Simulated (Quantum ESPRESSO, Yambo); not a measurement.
An input for Yambo 5.3.0 (PtS2 (1T monolayer)):

```
HF_and_locXC
gw0
dyson
ppa
em1d
rim_cut
rim_w
RandQpts= 3000000
RandGvec= 100 RL
CUTGeo= "slab z"
RandGvecW= 9 RL
EXXRLvcs= 76 Ry
VXCRLvcs= 304 Ry
Chimod= "HARTREE"
% BndsRnXp
 1 | 117 |
%
NGsBlkXp= 9.5 Ry
% LongDrXp
 1 | 1 | 0 |
%
% GbndRnge
 1 | 117 |
%
DysSolver= "n"
ExtendOut
PPAPntXp= 27.21138 eV
% QPkrange
 2 | 2 | 14 | 17 |
 3 | 3 | 14 | 17 |
 1 | 1 | 14 | 17 |
%
```

```sh
OMP_NUM_THREADS=1 mpirun -n 4 yambo -F gw11.in -J gw11 -C gw11 > gw11.log
```

The stored states that it reads are on a 9×9×1 mesh. The cell holds 3 atoms: 1 Pt and 2 S. Its edges and angles: a = 3.574 Å, b = 3.574 Å, c = 15.000 Å, α = 90.0°, β = 90.0°, γ = 120.0°. Vacuum lies along c.

How long will it take on 4 MPI ranks of Arm Neoverse N1, shared host, and how much memory?

It took 31 min; on shared hardware allow 16 min to 63 min. Peak host memory was 3.3 GiB.

The screening grows as filled bands × empty bands × pairs of k points, times the square of the screening basis for the matrix.

[Paths, hosts, dates, memory and timing lines, banners, echoed tables and standing remarks are left out of the program output.]

[Logs are printed without paths, hosts, clocks, repeated set-up lines and the standing remarks that a program may print on its own settings, such as how far it seeks lower states.]

[Runs of the session that timed out or met a known fault of the program may be left out.]

[Hosts, paths, dates, database ids (printed as entryN), source tags and the programs' standing remarks are cut or masked in the printed files.]
